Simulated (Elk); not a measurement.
# MnZn: which magnetic order is lowest, part 2 of 2

Wanted: the moments of MnZn and the energy of each order that was tried.

Elk 11.2.3 (patched build); PBEsol; all-electron APW+lo, Dirac cores, scalar-relativistic bands.

So far, largest spin moment in the muffin-tin sphere (μB): step 2 (order 1, typed as ferro +) 3.24.

## (3) Order 2, typed as antiferro q=(0,1/2,1/2) +-

An opposed order shows whether the pairs that it reverses prefer unlike signs.

The cell is doubled to 4 atoms to hold this order. Its mesh is chosen so that both cells sample the same points.

File elk.in:

```
tasks
  0

xctype
  22

rgkmax
  7.0

nempty
  14

swidth
  0.003

reducebf
  0.5

epsengy
  1e-05

maxscl
  100

lmaxi
  3

stype
  0

mixtype
  3

mixsdb
  8

spinpol
  .true.

sppath
  './'

avec
  5.80145920260 0.00000000000 0.00000000000
  0.00000000000 11.60291840520 0.00000000000
  0.00000000000 5.80145920260 5.80145920260

atoms
  2
  'Mn.in'
  2
  0.0000000000 0.0000000000 0.0000000000   0.000000 0.000000 -0.105000
  0.0000000000 0.5000000000 0.0000000000   0.000000 0.000000 0.105000
  'Zn.in'
  2
  0.5000000000 0.0000000000 0.5000000000   0.000000 0.000000 0.000000
  0.5000000000 0.5000000000 0.5000000000   0.000000 0.000000 0.000000

ngridk
  8 4 8
```

On the command line:

```console
$ OMP_NUM_THREADS=2 elk
```

Numbers of over 12 decimals in the logs are rounded to 6 here.

The program printed:

```text
┌─────────────────────────┐
│ Elk code version 11.2.3 │
└─────────────────────────┘

All units are atomic (Hartree, Bohr, etc.)

┌─────────────────────────────────────────────────┐
│ Ground-state run starting from atomic densities │
└─────────────────────────────────────────────────┘

Lattice vectors :
   5.801459203       0.000000000       0.000000000
   0.000000000       11.60291841       0.000000000
   0.000000000       5.801459203       5.801459203

Species : 1 (Mn)
 parameters loaded from : Mn.in
 name : manganese
 nuclear charge    :   -25.00000000
 electronic charge :    25.00000000
 atomic mass :    100145.9370
 muffin-tin radius :    2.400000000
 number of radial points in muffin-tin :    993
 inner part over the whole radius :   0.9953723401E-02
 number on inner part of muffin-tin    :    700
 approximate nuclear radius :   0.7074591925E-04
 number of mesh points to nuclear radius :    330
 atomic positions (lattice), magnetic fields (Cartesian) :
  1 :   0.00000000  0.00000000  0.00000000    0.00000000  0.00000000 -0.10500000
  2 :   0.00000000  0.50000000  0.00000000    0.00000000  0.00000000  0.10500000

Species : 2 (Zn)
 parameters loaded from : Zn.in
 name : zinc
 nuclear charge    :   -30.00000000
 electronic charge :    30.00000000
 atomic mass :    119233.3130
 muffin-tin radius :    2.400000000
 number of radial points in muffin-tin :    993
 inner part over the whole radius :   0.9843840322E-02
 number on inner part of muffin-tin    :    701
 approximate nuclear radius :   0.7484757725E-04
 number of mesh points to nuclear radius :    337
 atomic positions (lattice), magnetic fields (Cartesian) :
  1 :   0.50000000  0.00000000  0.50000000    0.00000000  0.00000000  0.00000000
  2 :   0.50000000  0.50000000  0.50000000    0.00000000  0.00000000  0.00000000

Total number of atoms per unit cell :    4
Total muffin-tin volume :    231.6233432
 ratio of muffin-tin to unit cell volume :   0.5931173148

Spin treatment :
 spin-polarised
 global magnetic field (Cartesian) :    0.000000000       0.000000000       0.000000000
 collinear magnetisation in z-direction

Number of Bravais lattice symmetries :   16
Number of crystal symmetries         :   32
Crystal has inversion symmetry
Real symmetric eigensolver will be used

k-point grid :      8     4     8
k-point offset :    0.000000000       0.000000000       0.000000000
k-point set is reduced with full crystal symmetry group
Total number of k-points :       45

Muffin-tin radius times maximum |G+k| :    7.000000000
 using average radius
Maximum |G+k| for APW functions       :    2.916666667
Maximum (1/2)|G+k|²                   :    4.253472222
Maximum |G| for potential and density :    12.00000000
Constant for pseudocharge density :    7
 order of it for each species :   14  14
 order of it for pair densities of each species (exact exchange by exxq0 0: 14) :   10  10
Radial integration step length :    1

G-vector grid sizes :     24    45    32
Number of G-vectors :    11407

Maximum angular momentum used for
 APW functions            :    8
 outer part of muffin-tin :    6
 inner part of muffin-tin :    3

Number of empty states         :     56
Total number of valence states :    180
Total number of core states    :     44

Third-order local-orbitals added for an l without core states : T
Total number of local-orbitals :     90

Exchange-correlation functional :     22     0     0
 PBEsol, Phys. Rev. Lett. 100, 136406 (2008)
 gradient requirement :    1
 generalised gradient approximation (GGA)

Smearing type :    0
 Gaussian
Smearing width :   0.3000000000E-02
Effective electronic temperature (K) :    947.3250744

Mixing type :    3
 Broyden mixing, J. Phys. A: Math. Gen. 17, L317 (1984)

Kohn-Sham potential initialised from atomic data

┌──────────────────────────────┐
│ Self-consistent loop started │
└──────────────────────────────┘

┌─────────────────┐
│ Loop number : 1 │
└─────────────────┘

Energies :
 Fermi                       :     0.128407
 sum of occupied eigenvalues :     -3407.5812809453
 electron kinetic            :      5990.7290063451
 core electron kinetic       :      5332.8684300296
 Coulomb                     :     -11653.050661821
 Coulomb potential           :     -9084.7018723874
 nuclear-nuclear             :     -953.17098865663
 electron-nuclear            :     -12347.602313635
 Hartree                     :      1647.7226404706
 Madelung                    :     -7110.6997256274
 xc potential                :     -313.34141613618
 xc effective B-field        :    -0.303401
 external B-field            :      0.000000
 exchange                    :     -236.42717922481
 correlation                 :     -5.894724
 electron entropic           :    -0.65808947420945E-03
 total energy                :     -5904.6442169306
 (external B-field energy excluded from total)

Density of states at Fermi energy :    146.2421054
 (states/Hartree/unit cell)

Estimated indirect band gap :   0.1629142962E-03
 from k-point 30 to k-point 13
Estimated direct band gap   :   0.2923186588E-02
 at k-point 18

Charges :
 core                        :    44.00000000
 valence                     :    66.00000000
 interstitial                :    4.459415386
 muffin-tins (core leakage)
  species : 1 (Mn)
   atom 1                    :    24.05755137     ( -0.2246771853E-06)
   atom 2                    :    24.05755137     ( -0.2246771853E-06)
  species : 2 (Zn)
   atom 1                    :    28.71274093     (  0.8978777155E-04)
   atom 2                    :    28.71274093     (  0.8978777155E-04)
 total in muffin-tins        :    105.5405846
 total calculated charge     :    109.9993355
 total charge                :    110.0000000
 error                       :   0.6645345575E-03

Moments :
 interstitial                :  -0.1237121688E-16
 muffin-tins
  species : 1 (Mn)
   atom 1                    :    2.868954834
   atom 2                    :   -2.868954834
  species : 2 (Zn)
   atom 1                    :   0.2469333768E-19
   atom 2                    :   0.2469333768E-19
 total in muffin-tins        :   0.4938667535E-19
 total moment                :  -0.1232183021E-16

[... earlier loops left out ...]

┌──────────────────┐
│ Loop number : 22 │
└──────────────────┘

Energies :
 Fermi                       :     0.241830
 sum of occupied eigenvalues :     -3401.1753503643
 electron kinetic            :      5998.3060836471
 core electron kinetic       :      5333.1852450183
 Coulomb                     :     -11659.917398954
 Coulomb potential           :     -9081.2380265657
 nuclear-nuclear             :     -953.17098865663
 electron-nuclear            :     -12364.449343585
 Hartree                     :      1657.7029332875
 Madelung                    :     -7119.2983856708
 xc potential                :     -317.82237187703
 xc effective B-field        :    -0.421036
 external B-field            :      0.000000
 exchange                    :     -236.97003277408
 correlation                 :     -5.893417
 electron entropic           :    -0.52043210185885E-03
 total energy                :     -5904.4752857944
 (external B-field energy excluded from total)

Density of states at Fermi energy :    115.6515782
 (states/Hartree/unit cell)

Estimated indirect band gap :   0.3338226396E-03
 from k-point 18 to k-point 23
Estimated direct band gap   :   0.3718847038E-02
 at k-point 34

Charges :
 core                        :    44.00000000
 valence                     :    66.00000000
 interstitial                :    4.492528646
 muffin-tins (core leakage)
  species : 1 (Mn)
   atom 1                    :    23.70791484     ( -0.2246774500E-06)
   atom 2                    :    23.70791484     ( -0.2246774500E-06)
  species : 2 (Zn)
   atom 1                    :    29.04582084     (  0.8268357255E-04)
   atom 2                    :    29.04582084     (  0.8268357255E-04)
 total in muffin-tins        :    105.5074714
 total calculated charge     :    109.9993840
 total charge                :    110.0000000
 error                       :   0.6160425915E-03

Moments :
 interstitial                :  -0.2712194286E-16
 muffin-tins
  species : 1 (Mn)
   atom 1                    :    3.375856672
   atom 2                    :   -3.375856672
  species : 2 (Zn)
   atom 1                    :   0.2351313646E-19
   atom 2                    :   0.2351313646E-19
 total in muffin-tins        :   0.4702627293E-19
 total moment                :  -0.2707491659E-16

┌──────────────────────────────┐
│ Self-consistent loop stopped │
└──────────────────────────────┘

Wrote STATE.OUT
```

The job ended after 8 min (2 threads of Arm Neoverse V2, shared host; peak memory 0.27 GiB; 16 min of CPU time).

Spin moment in the muffin-tin sphere by atom:

| atom | spin moment in the muffin-tin sphere (μB) |
| --- | --- |
| Mn1 | 3.38 |
| Mn2 | -3.38 |
| Zn3 | 0.00 |
| Zn4 | 0.00 |

Numbers from this step:

```yaml
density_of_states_at_the_fermi_level: 4.250 states/eV/cell
moment_between_the_spheres: 0 μB
magnetization: 0 μB
final_state: antiferromagnetic
```

It lies 176 meV a seeded atom over the first start, and its largest moment is 3.38 μB against 3.24 μB.

## (4) Start 3: antiferro q=(1/2,1/2,1/2) +-

Another pattern of signs weighs the neighbour shells otherwise.

This order needs a doubled cell of 4 atoms. Its mesh is chosen so that both cells sample the same points.

File elk.in:

```
tasks
  0

xctype
  22

rgkmax
  7.0

nempty
  14

swidth
  0.003

reducebf
  0.5

epsengy
  1e-05

maxscl
  100

lmaxi
  3

stype
  0

mixtype
  3

mixsdb
  8

spinpol
  .true.

sppath
  './'

avec
  11.60291840520 0.00000000000 0.00000000000
  5.80145920260 5.80145920260 0.00000000000
  5.80145920260 0.00000000000 5.80145920260

atoms
  2
  'Mn.in'
  2
  0.0000000000 0.0000000000 0.0000000000   0.000000 0.000000 -0.105000
  0.5000000000 0.0000000000 0.0000000000   0.000000 0.000000 0.105000
  'Zn.in'
  2
  0.7500000000 0.5000000000 0.5000000000   0.000000 0.000000 0.000000
  0.2500000000 0.5000000000 0.5000000000   0.000000 0.000000 0.000000

ngridk
  4 8 8
```

On the command line:

```console
$ OMP_NUM_THREADS=2 elk
```

The program printed:

```text
┌─────────────────────────┐
│ Elk code version 11.2.3 │
└─────────────────────────┘

All units are atomic (Hartree, Bohr, etc.)

┌─────────────────────────────────────────────────┐
│ Ground-state run starting from atomic densities │
└─────────────────────────────────────────────────┘

Lattice vectors :
   11.60291841       0.000000000       0.000000000
   5.801459203       5.801459203       0.000000000
   5.801459203       0.000000000       5.801459203

Species : 1 (Mn)
 muffin-tin radius :    2.400000000
[...]
total calculated charge     :    109.9993766
 total charge                :    110.0000000
 error                       :   0.6233608643E-03

Moments :
 interstitial                :  -0.2928001855E-17
 muffin-tins
  species : 1 (Mn)
   atom 1                    :    3.476176279
   atom 2                    :   -3.476176279
  species : 2 (Zn)
   atom 1                    :   0.4558178406E-21
   atom 2                    :   0.4558178406E-21
 total in muffin-tins        :   0.9116356812E-21
 total moment                :  -0.2927090219E-17

┌──────────────────────────────┐
│ Self-consistent loop stopped │
└──────────────────────────────┘

Wrote STATE.OUT

[key lines of the parts left out:]
total energy                :     -5904.4919235516
```

Run time: 3.3 min. Hardware: 2 threads; peak memory 0.25 GiB; 6.4 min of CPU time.

Spin moment in the muffin-tin sphere by atom:

| atom | spin moment in the muffin-tin sphere (μB) |
| --- | --- |
| Mn1 | 3.48 |
| Mn2 | -3.48 |
| Zn3 | 0.00 |
| Zn4 | 0.00 |

This step gave:

```yaml
density_of_states_at_the_fermi_level: 1.716 states/eV/cell
moment_between_the_spheres: 0 μB
magnetization: 0 μB
final_state: antiferromagnetic
```

It lies 50.9 meV a seeded atom under the first start, and its largest moment is 3.48 μB against 3.24 μB.

## (5) Start 4: antiferro q=(0,0,1/2) +-

Reversing part of the moments tests the sign of the couplings between them.

This order needs a doubled cell of 4 atoms. Its mesh is chosen so that both cells sample the same points.

File elk.in:

```
tasks
  0

xctype
  22

rgkmax
  7.0

nempty
  14

swidth
  0.003

reducebf
  0.5

epsengy
  1e-05

maxscl
  100

lmaxi
  3

stype
  0

mixtype
  3

mixsdb
  8

spinpol
  .true.

sppath
  './'

avec
  5.80145920260 0.00000000000 0.00000000000
  0.00000000000 5.80145920260 0.00000000000
  0.00000000000 0.00000000000 11.60291840520

atoms
  2
  'Mn.in'
  2
  0.0000000000 0.0000000000 0.0000000000   0.000000 0.000000 -0.105000
  0.0000000000 0.0000000000 0.5000000000   0.000000 0.000000 0.105000
  'Zn.in'
  2
  0.5000000000 0.5000000000 0.2500000000   0.000000 0.000000 0.000000
  0.5000000000 0.5000000000 0.7500000000   0.000000 0.000000 0.000000

ngridk
  8 8 4
```

On the command line:

```console
$ OMP_NUM_THREADS=2 elk
```

The program printed:

```text
┌─────────────────────────┐
│ Elk code version 11.2.3 │
└─────────────────────────┘

All units are atomic (Hartree, Bohr, etc.)

┌─────────────────────────────────────────────────┐
│ Ground-state run starting from atomic densities │
└─────────────────────────────────────────────────┘

Lattice vectors :
   5.801459203       0.000000000       0.000000000
   0.000000000       5.801459203       0.000000000
   0.000000000       0.000000000       11.60291841

Species : 1 (Mn)
 muffin-tin radius :    2.400000000
[...]
total calculated charge     :    109.9997324
 total charge                :    110.0000000
 error                       :   0.2676374858E-03

Moments :
 interstitial                :   0.3777517968E-15
 muffin-tins
  species : 1 (Mn)
   atom 1                    :    3.399320435
   atom 2                    :   -3.399320435
  species : 2 (Zn)
   atom 1                    :  -0.1488716023E-20
   atom 2                    :  -0.1488716023E-20
 total in muffin-tins        :  -0.2977432047E-20
 total moment                :   0.3777488194E-15

┌──────────────────────────────┐
│ Self-consistent loop stopped │
└──────────────────────────────┘

Wrote STATE.OUT

[key lines of the parts left out:]
total energy                :     -5904.4835031932
```

Wall time 8.3 min (2 threads); peak memory 0.26 GiB; 16 min of CPU time.

Read from the output:

```
density of states at the Fermi level : 4.027 states/eV/cell
moment between the spheres           : 0 μB
magnetization                        : 0 μB
final state                          : antiferromagnetic
largest moment                       : 3.399 μB
```

It lies 63.7 meV a seeded atom over the first start, and its largest moment is 3.40 μB against 3.24 μB.

## (6) Start 5: no spin polarisation

A run without seeds gives the energy of the state without moments.

File elk.in:

```
tasks
  0

xctype
  22

rgkmax
  7.0

nempty
  14

swidth
  0.003

epsengy
  1e-05

maxscl
  100

lmaxi
  3

stype
  0

mixtype
  3

mixsdb
  8

sppath
  './'

avec
  5.80145920260 0.00000000000 0.00000000000
  0.00000000000 5.80145920260 0.00000000000
  0.00000000000 0.00000000000 5.80145920260

atoms
  2
  'Mn.in'
  1
  0.0000000000 0.0000000000 0.0000000000   0.000000 0.000000 0.000000
  'Zn.in'
  1
  0.5000000000 0.5000000000 0.5000000000   0.000000 0.000000 0.000000

ngridk
  8 8 8
```

On the command line:

```console
$ OMP_NUM_THREADS=2 elk
```

The program printed:

```text
┌─────────────────────────┐
│ Elk code version 11.2.3 │
└─────────────────────────┘

All units are atomic (Hartree, Bohr, etc.)

┌─────────────────────────────────────────────────┐
│ Ground-state run starting from atomic densities │
└─────────────────────────────────────────────────┘

Lattice vectors :
   5.801459203       0.000000000       0.000000000
   0.000000000       5.801459203       0.000000000
   0.000000000       0.000000000       5.801459203

Species : 1 (Mn)
 muffin-tin radius :    2.400000000
[...]
Charges :
 core                        :    22.00000000
 valence                     :    33.00000000
 interstitial                :    2.249981226
 muffin-tins (core leakage)
  species : 1 (Mn)
   atom 1                    :    23.73735630     ( -0.2246776187E-06)
  species : 2 (Zn)
   atom 1                    :    29.01266248     (  0.8229607609E-04)
 total in muffin-tins        :    52.75001877
 total calculated charge     :    54.99989554
 total charge                :    55.00000000
 error                       :   0.1044563084E-03

┌──────────────────────────────┐
│ Self-consistent loop stopped │
└──────────────────────────────┘

Wrote STATE.OUT

[key lines of the parts left out:]
total energy                :     -2952.2096572452
```

It took 8.5 s on 2 threads; peak memory 0.06 GiB.

Numbers from this step:

```
density of states at the Fermi level : 4.313 states/eV/cell
final state                          : non-magnetic (no spin polarisation)
```

It lies 937 meV a seeded atom over the first start.

## (7) The states side by side

These are free energies at a smearing of 0.0816 eV, so its entropy term is in the differences. They are divided by the number of seeded atoms, so that cells of unlike size compare. Wavevectors q in the names are fractions of the reciprocal vectors of the first run's cell.

Orders:

| start | final state | typed order kept | energy over the lowest (meV a seeded atom) | largest sphere moment (μB) | net moment (μB a primitive cell) | DOS at the Fermi level (states/eV a primitive cell) | mesh matched | CPU time (s) |
| --- | --- | --- | --- | --- | --- | --- | --- | --- |
| ferro + | ferromagnetic | yes | 50.86 | 3.244 | 3.2 | 1.112 | yes | 146.2 |
| antiferro q=(0,1/2,1/2) +- | antiferromagnetic | yes | 226.4 | 3.376 | 0 | 2.125 | yes | 937.2 |
| antiferro q=(1/2,1/2,1/2) +- | antiferromagnetic | yes | 0 | 3.476 | 0 | 0.858 | yes | 383.9 |
| antiferro q=(0,0,1/2) +- | antiferromagnetic | yes | 114.6 | 3.399 | 0 | 2.014 | yes | 973.7 |
| no spin polarisation | non-magnetic | - | 987.9 | 0 | 0 | 4.313 | yes | 15.63 |

## (8) Summary of results

* lowest state found: antiferromagnetic (typed antiferro q=(1/2,1/2,1/2) +-)
* largest site moment: 3.48 μB
* next state: ferromagnetic, 50.9 meV a seeded atom higher
* energy gained by spin polarisation: 988 meV a seeded atom

The lowest state found is antiferromagnetic, reached from the start antiferro q=(1/2,1/2,1/2) +-, with moments up to 3.48 μB. The next state costs 51 meV a seeded atom. Forming the largest moments gains far more than ordering them, so they should outlast the ordering temperature. This is the lowest of 5 finished starts, no proof of the ground state. The smearing is not Fermi–Dirac, so its width is no temperature.

[Logs and program files are shortened in this print: banners, set-up blocks, solver, clock and traceback lines can be left out without a mark of their own.]

[Logs are printed without paths, hosts, clocks, repeated set-up lines and the standing remarks that a program may print on its own settings, such as how far it seeks lower states.]

[Hosts, paths, dates, database ids (printed as entryN), source tags and the programs' standing remarks are cut or masked in the printed files.]

[Where a cell is said to come from a database of computed structures, the database is the Materials Project.]
